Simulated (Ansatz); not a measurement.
# Static equation of state of rock-salt LiH, size series (64 atoms)

The cell holds 64 atoms: 32 Li and 32 H. Cell: a = 8.184 Å, b = 8.184 Å, c = 8.184 Å, α = 90.0°, β = 90.0°, γ = 90.0°. It derives from LiH (rock-salt), repeated 2×2×2. The starting structure: Rock-salt LiH (a = 4.083 Å), 2 x 2 x 2 conventional cells; ideal positions.

Calculated with Ansatz 0.2.0: Kohn-Sham DFT, PBE, PAW (set soft_2), plane waves; cutoff 420 eV, Γ point, fixed occupations. Cell and atoms were relaxed first, to V0 = 8.5662 Å³ an atom at a residual P0 = -0.035 GPa. The cell was then scaled evenly, and the atoms were relaxed at each volume.

| volume (Å³/atom) | pressure (GPa) |
| --- | --- |
| 7.7096 | ? |
| 8.0523 | 2.334 |
| 8.3092 | 1.074 |
| 8.8232 | -0.9963 |
| 9.0802 | -1.850 |

Task: Fit the third-order Birch–Murnaghan equation to the rows given and extrapolate to the withheld row.

**Working.**

Take the Eulerian strain f = ½[(V0/V)^(2/3) − 1] and the normalised pressure F = (P − P0) / [3f(1 + 2f)^(5/2)]. The third-order Birch–Murnaghan equation is then the line F = B0 + (3/2)B0(B′ − 4) f, so u = f and v = F.

| u = f | v = F (GPa) |
| --- | --- |
| 0.0210569 | 33.8168 |
| 0.0102572 | 34.2273 |
| -0.00975654 | 34.5163 |
| -0.0190505 | 35.0070 |

With n = 4: mean u = 6.2676e-4, mean v = 34.3919, Σ(u − ū)² = 0.0010051, Σ(u − ū)(v − v̄) = -0.026729. Slope b = -0.026729 / 0.0010051 = -26.592; intercept a = v̄ − b ū = 34.409.

So B0 = a = 34.4 GPa and B′ = 4 + 2b/(3a) = 3.48. At the withheld volume f = 0.03638, F = a + b f = 33.44 GPa, and P = P0 + 3f(1 + 2f)^(5/2) F.

Prediction at 7.7096: 4.316 GPa. The run gave 4.310 GPa, so the fit is high by 0.0057 GPa (0.13 % of the value).

Among the rows given, the largest miss of the fit is at 9.0802, by 0.0048 GPa (0.077 % of the range of the table).

Limits: Static cells at zero temperature; the cell shape is held. The program notes that the SCF threshold of these relaxations is loose for the stress. Only the Γ point is sampled, in a cell whose shortest periodic width is 8 Å.

[Hosts, paths, dates, database ids (printed as entryN), source tags and the programs' standing remarks are cut or masked in the printed files.]
